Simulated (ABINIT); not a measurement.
# A GW run on SiC (P6_3mc) in ABINIT, with inputs changed, part 2 of 2

Aim: change inputs of a GW run on SiC (P6_3mc) and see what moves.

ABINIT 10.8.3; PBE and many-body steps on it, plane waves. Known limits of the many-body steps: not at the basis limit.

So far. Step 5 (No symmetry in the self-energy): Against G0W0 in ABINIT (6×6×4 mesh, 119 bands, screening to 190.5 eV, Godby-Needs plasmon pole), the gap moves by +0.000 eV. Step 6 (Broadening of the poles): Against G0W0 in ABINIT (6×6×4 mesh, 119 bands, screening to 190.5 eV, Godby-Needs plasmon pole), the gap moves by +0.000 eV.

### Step 7. Fewer bands in the self-energy

Level of this step: G0W0 on PBE, plane waves, norm-conserving pseudopotentials (ABINIT).

Input file run.abi:

```
acell 3*1.0 Angstrom
rprim 
  3.073513928196 0.000000000001 0.000000000000
  -1.536756964099 2.661741140703 0.000000000000
  0.000000000000 0.000000000000 5.045247710000
ntypat 2
znucl 14 6
natom 4
typat 1 1 2 2
xred 
  0.333333333333 0.666666666667 0.499602400000
  0.666666666667 0.333333333333 0.999602400000
  0.333333333333 0.666666666667 0.875397600000
  0.666666666667 0.333333333333 0.375397600000
pp_dirpath "pseudos"
pseudos "Si.upf, C.upf"
ecut 37
ngkpt 6 6 4
nshiftk 1
shiftk 0 0 0
kptopt 1
chksymbreak 0
istwfk *1
occopt 1
irdwfk 1
optdriver 4
nband 28
gwcalctyp 0
ecutsigx 37
symsigma 1
nkptgw 3
kptgw 
  0.0000000000 0.0000000000 0.0000000000
  0.3333333333 0.3333333333 0.0000000000
  0.5000000000 0.0000000000 0.0000000000
bdgw 
  7 10
  6 10
  7 10
ecuteps 7
irdscr 1
ppmodel 1
indata_prefix "in"
outdata_prefix "out"
tmpdata_prefix "tmp"
```

Command:

```
> OMP_NUM_THREADS=1 mpirun -n 8 abinit run.abi > log
```

Log:

```text
.Version 10.8.3 of ABINIT. v10.8.2 released Aug 2026.

 Symmetries : space group P6_3 m c (#186); Bravais hP (primitive hexag.)
[... echo of the input left out ...]
== DATASET  1 ==================================================================
-   mpi_nproc: 8, omp_nthreads: 1 (-1 if OMP is not activated)

--- !DatasetInfo
iteration_state: {dtset: 1, }
dimensions: {natom: 4, nkpt: 21, mband: 28, nsppol: 1, nspinor: 1, nspden: 1, mpw: 3015, }
cutoff_energies: {ecut:  37.0, pawecutdg:  -1.0, }
electrons: {nelect:   1.60000000E+01, charge:   0.00000000E+00, occopt:   1.00000000E+00, tsmear:   1.00000000E-02, }

 SIGMA: Calculation of the GW corrections

 Based on a program developped by R.W. Godby, V. Olevano, G. Onida, and L. Reining.
 Incorporated in ABINIT by V. Olevano, G.-M. Rignanese, and M. Torrent.
.Using double precision arithmetic ; gwpc =  8

[... cell and pseudopotentials left out ...]
--------------------------------------------------------------------------------

 ==== K-mesh for the wavefunctions ====
 Number of points in the irreducible wedge :    21
[... list of points left out ...]
 Together with 12 symmetry operations and time-reversal symmetry
 yields   144 points in the full Brillouin Zone.

 ==== Q-mesh for screening function ====
 Number of points in the irreducible wedge :    21
[... list of points left out ...]
 Together with 12 symmetry operations and time-reversal symmetry
 yields   144 points in the full Brillouin Zone.

 vcoul_init : cutoff-mode = AUXILIARY_FUNCTION
 q-points for optical limit:   1
     1)      0.000010    0.000020    0.000030
 setmesh: FFT mesh size selected  =    27x   27x   54
          total number of points  =        39366

 Number of electrons calculated from density =   16.0000; Expected =   16.0000
[...]
number of plane-waves for wavefunctions          2973
 number of bands                                   119
 number of q-points in IBZ                          21
 number of frequencies                               2
 number of real frequencies                          1
 number of imag frequencies                          1

 matrix elements of self-energy operator (all in [eV])

 Perturbative Calculation

--- !SelfEnergy_ee
iteration_state: {dtset: 1, }
kpoint     : [   0.000,    0.000,    0.000, ]
spin       : 1
KS_gap     :    4.820
QP_gap     :    5.568
Delta_QP_KS:    0.748
data: !SigmaeeData |
     Band     E0 <VxcDFT>   SigX SigC(E0)      Z dSigC/dE  Sig(E)    E-E0       E
        7   7.012 -15.027 -17.600   3.054   0.802  -0.248 -14.641   0.386   7.398
        8   7.012 -15.027 -17.600   3.054   0.802  -0.248 -14.641   0.386   7.398
        9  11.832 -12.163  -6.994  -3.779   0.815  -0.227 -11.029   1.134  12.966
[...]
--- !SelfEnergy_ee
iteration_state: {dtset: 1, }
kpoint     : [   0.333,    0.333,    0.000, ]
spin       : 1
KS_gap     :    6.117
QP_gap     :    7.138
Delta_QP_KS:    1.021
data: !SigmaeeData |
     Band     E0 <VxcDFT>   SigX SigC(E0)      Z dSigC/dE  Sig(E)    E-E0       E
[...]
--- !SelfEnergy_ee
iteration_state: {dtset: 1, }
kpoint     : [   0.500,    0.000,    0.000, ]
spin       : 1
KS_gap     :    3.985
QP_gap     :    4.726
Delta_QP_KS:    0.741
data: !SigmaeeData |
     Band     E0 <VxcDFT>   SigX SigC(E0)      Z dSigC/dE  Sig(E)    E-E0       E
[...]
9   9.798 -10.579  -6.048  -3.456   0.828  -0.207  -9.689   0.890  10.688
       10  11.240 -11.760  -6.959  -3.360   0.818  -0.222 -10.581   1.179  12.419

== END DATASET(S) ==============================================================
================================================================================

 -outvars: echo values of variables after computation  --------
           etotal      0.0000000000E+00
            nband          28
             nkpt          21
          spgroup         186
 [... the other variables as echoed above ...]

 Calculation completed.
```

Run time: 6 s. Hardware: 8 MPI ranks of Arm Neoverse V2, shared host; peak memory 1.5 GiB.

This step gave:

* G0W0 gap on the points computed: 2.675 eV
* starting gap on the mesh: 2.275 eV
* k of the valence top: 0, 0, 0
* k of the conduction bottom: 0.3333, 0.3333, 0
* Z at the valence top: 0.802
* Z at the conduction bottom: 0.831
* least direct G0W0 gap on the computed points: 4.726 eV

### Step 8. A keyword of another program

run.abi: that of step 7 with these lines changed.

```diff
@@ -26,3 +26,3 @@
 optdriver 4
-nband 28
+nband 119
 gwcalctyp 0
@@ -42,2 +42,3 @@
 ppmodel 1
+ENCUTGW 100
 indata_prefix "in"
```

Log:

```text
.Version 10.8.3 of ABINIT. v10.8.2 released Aug 2026.

 Symmetries : space group P6_3 m c (#186); Bravais hP (primitive hexag.)
================================================================================
 Values of the parameters that define the memory need of the present run
     intxc =       0    ionmov =       0      iscf =       7    lmnmax =       6
     lnmax =       6     mgfft =      54  mpssoang =       3    mqgrid =    3001
     natom =       4  nloc_mem =       1    nspden =       1   nspinor =       1
    nsppol =       1      nsym =      12    n1xccc =    2501    ntypat =       2
    occopt =       1   xclevel =       2
-    mband =         119        mffmem =           1         mkmem =           3
       mpw =        3015          nfft =       55296          nkpt =          21
================================================================================
  Rough estimation (10% accuracy) of disk space for files :
================================================================================

--------------------------------------------------------------------------------
------------- Echo of variables that govern the present computation ------------
--------------------------------------------------------------------------------
 -outvars: echo values of preprocessed input variables --------
            acell      1.8897261259E+00  1.8897261259E+00  1.8897261259E+00 Bohr

             bdgw           7      10       6      10       7      10
      chksymbreak           0
             ecut      3.70000000E+01 Hartree
          ecuteps      7.00000000E+00 Hartree
         ecutsigx      3.70000000E+01 Hartree
          ecutwfn      3.70000000E+01 Hartree
-          fftalg         312
           irdscr           1
           irdwfk           1

[...]
npwwfn        2973
             nsym          12
           ntypat           2
              occ      2.000000  2.000000  2.000000  2.000000  2.000000  2.000000
                       2.000000  2.000000  0.000000  0.000000  0.000000  0.000000
                       0.000000  0.000000  0.000000  0.000000  0.000000  0.000000
                       0.000000  0.000000  0.000000  0.000000  0.000000  0.000000
[...]
0.000000  0.000000  0.000000  0.000000  0.000000  0.000000
   [... 9 further rows ...]
                       0.000000  0.000000  0.000000  0.000000  0.000000  0.000000
                       0.000000  0.000000  0.000000  0.000000  0.000000
        optdriver           4
            rprim      3.0735139282E+00  1.0000000000E-12  0.0000000000E+00
[...]
spgroup         186

             xred      3.3333333333E-01  6.6666666667E-01  4.9960240000E-01
[...]
3.3333333333E-01  6.6666666667E-01  8.7539760000E-01
                       6.6666666667E-01  3.3333333333E-01  3.7539760000E-01
            znucl       14.00000    6.00000

================================================================================

 chkinp: Checking input parameters for consistency.

--- !ERROR
message: |
    Found token: `ENCUTGW` in the input file.
    This name is not one of the registered input variable names (see
    Action: check your input file. Perhaps you mistyped the input variable,
    or specified "img", although this was not permitted for this input variable.

--- !ERROR
message: |
    Found token: `ENCUTGW` in the input file.
    This name is not one of the registered input variable names (see
    Action: check your input file. Perhaps you mistyped the input variable,
    or specified "img", although this was not permitted for this input variable.

--- from the log ---
Found token: `ENCUTGW` in the input file.
    This name is not one of the registered input variable names (see
    Action: check your input file. Perhaps you mistyped the input variable,
    or specified "img", although this was not permitted for this input variable.
```

Run time: 0.66 s. Hardware: 8 MPI ranks; peak memory 0.05 GiB; 3.6 s of CPU time.

The run stopped with an error after 0.66 s.

The program's words: Found token: `ENCUTGW` in the input file. This name is not one of the registered input variable names (see Action: check your input file. Perhaps you mistyped the input variable, or specified "img", although this was not permitted for this input variable.

The fault put into this input: a keyword of another program.

### Step 9. More bands than the file holds

run.abi: that of step 8 with these lines changed.

```diff
@@ -26,3 +26,3 @@
 optdriver 4
-nband 119
+nband 357
 gwcalctyp 0
@@ -42,3 +42,2 @@
 ppmodel 1
-ENCUTGW 100
 indata_prefix "in"
```

Log:

```text
.Version 10.8.3 of ABINIT. v10.8.2 released Aug 2026.

 Symmetries : space group P6_3 m c (#186); Bravais hP (primitive hexag.)
================================================================================
 Values of the parameters that define the memory need of the present run
     intxc =       0    ionmov =       0      iscf =       7    lmnmax =       6
     lnmax =       6     mgfft =      54  mpssoang =       3    mqgrid =    3001
     natom =       4  nloc_mem =       1    nspden =       1   nspinor =       1
    nsppol =       1      nsym =      12    n1xccc =    2501    ntypat =       2
    occopt =       1   xclevel =       2
-    mband =         357        mffmem =           1         mkmem =           3
       mpw =        3015          nfft =       55296          nkpt =          21
================================================================================
  Rough estimation (10% accuracy) of disk space for files :
================================================================================

--------------------------------------------------------------------------------
------------- Echo of variables that govern the present computation ------------
--------------------------------------------------------------------------------
 -outvars: echo values of preprocessed input variables --------
            acell      1.8897261259E+00  1.8897261259E+00  1.8897261259E+00 Bohr

             bdgw           7      10       6      10       7      10
      chksymbreak           0
             ecut      3.70000000E+01 Hartree
          ecuteps      7.00000000E+00 Hartree
         ecutsigx      3.70000000E+01 Hartree
          ecutwfn      3.70000000E+01 Hartree
-          fftalg         312
           irdscr           1
           irdwfk           1

[...]
SIGMA: Calculation of the GW corrections

 Based on a program developped by R.W. Godby, V. Olevano, G. Onida, and L. Reining.
 Incorporated in ABINIT by V. Olevano, G.-M. Rignanese, and M. Torrent.
.Using double precision arithmetic ; gwpc =  8

 Real(R)+Recip(G) space primitive vectors, cartesian coordinates (Bohr,Bohr^-1):
 R(1)=  5.8080996  0.0000000  0.0000000  G(1)=  0.1721734  0.0994043  0.0000000
 R(2)= -2.9040498  5.0299618  0.0000000  G(2)=  0.0000000  0.1988087  0.0000000
 R(3)=  0.0000000  0.0000000  9.5341364  G(3)=  0.0000000  0.0000000  0.1048863
 Unit cell volume ucvol=  2.7853521E+02 bohr^3
 Angles (23,13,12)=  9.00000000E+01  9.00000000E+01  1.20000000E+02 degrees

--- Pseudopotential description ------------------------------------------------
- Si Generated using ONCVPSP code by D. R. Hamann
- 14.00000   4.00000  171031                  znucl, zion, pspdat
12 -101130 2 -1 1510                          pspcod,pspxc,lmax,lloc,mmax
     nproj     2     2     2
  pspatm : epsatm=    9.34321561
         --- l  ekb(1:nproj) -->
[...]
pspatm: atomic psp has been read  and splines computed

- C Generated using ONCVPSP code by D. R. Hamann
-  6.00000   4.00000  171031                  znucl, zion, pspdat
12 -101130 1 -1 1248                          pspcod,pspxc,lmax,lloc,mmax
     nproj     2     2     0
  pspatm : epsatm=    4.31346680
         --- l  ekb(1:nproj) -->
             0    6.481548    0.385504
             1   -4.199961   -0.877517
 pspatm: atomic psp has been read  and splines computed

   4.37013837E+02                                ecore*ucvol(ha*bohr**3)
--------------------------------------------------------------------------------

--- !ERROR
message: |
    Number of bands stored WFK file is less than required.
    WFK mband: 127, self-energy nband: 357

--- !ERROR
message: |
    Number of bands stored WFK file is less than required.
    WFK mband: 127, self-energy nband: 357

--- from the log ---
Number of bands stored WFK file is less than required.
    WFK mband: 127, self-energy nband: 357
```

Run time: 1.6 s. Hardware: 8 MPI ranks; peak memory 0.06 GiB.

The run stopped with an error after 1.6 s.

The program's words: Number of bands stored WFK file is less than required. WFK mband: 127, self-energy nband: 357

The fault put into this input: more bands than the file holds.

### Step 10. Side by side

Times are wall times on 8 MPI ranks of Arm Neoverse V2, shared host, good to a factor of about two. A run's time includes the screening step that it read.

| run | mesh | bands | screening cutoff (eV) | DFT gap (eV) | gap on the mesh (eV) | direct (eV) | ε∞ used | time |
| --- | --- | --- | --- | --- | --- | --- | --- | --- |
| base | 6×6×4 | 119 | 190.5 | 2.275 | 2.917 | 4.857 | 6.85 | 64 s |
| smaller part of the screening matrix | 6×6×4 | 119 | 95.2 | 2.275 | 2.813 | 4.785 | 6.85 | 53 s |
| no symmetry in the self-energy | 6×6×4 | 119 | 190.5 | 2.275 | 2.917 | 4.855 | 6.85 | 1.9 min |
| broadening of the poles | 6×6×4 | 119 | 190.5 | 2.275 | 2.917 | 4.857 | 6.85 | 64 s |
| fewer bands in the self-energy | 6×6×4 | 28 | 190.5 | 2.275 | 2.675 | 4.726 | 6.85 | 54 s |

### Step 11. Results

```yaml
base: 2.917 eV
smaller_part_of_the_screening_matrix: 2.813 eV
no_symmetry_in_the_self_energy: 2.917 eV
broadening_of_the_poles: 2.917 eV
fewer_bands_in_the_self_energy: 2.675 eV
known_limits: not at the basis limit
```

Smaller part of the screening matrix: −0.104 eV against base (keys changed: ecuteps). No symmetry in the self-energy: no change against base (keys changed: symsigma). Broadening of the poles: no change against base (keys changed: zcut). Fewer bands in the self-energy: −0.242 eV against base (keys changed: nband). Bands and cutoff are finite, so the gap is not at the basis limit. The miss can reach some tenths of an eV and take either sign; the mesh is an error of its own. In the first G0W0 run levels were corrected at 3 k points alone, so a gap called «on the mesh» is the least over those, and an edge elsewhere would be missed.

[Paths, hosts, dates, memory and timing lines, banners, echoed tables and standing remarks are left out of the program output.]

[Logs are printed without paths, hosts, clocks, repeated set-up lines and the standing remarks that a program may print on its own settings, such as how far it seeks lower states.]

[Runs of the session that timed out or met a known fault of the program may be left out.]

[No measured gap is set beside runs whose start may be inverted or whose files or cutoffs have a known fault.]

[Hosts, paths, dates, database ids (printed as entryN), source tags and the programs' standing remarks are cut or masked in the printed files.]

[G0W0 gaps are taken among the corrected bands and points alone; a level outside them can change the order at an edge.]

[Where Ansatz stands beside ABINIT at settings called matched, ABINIT's density can come from a denser mesh and the files from another edition; pairs whose starting gaps differed by over 0.03 eV were left out, so agreement reads better than it is.]
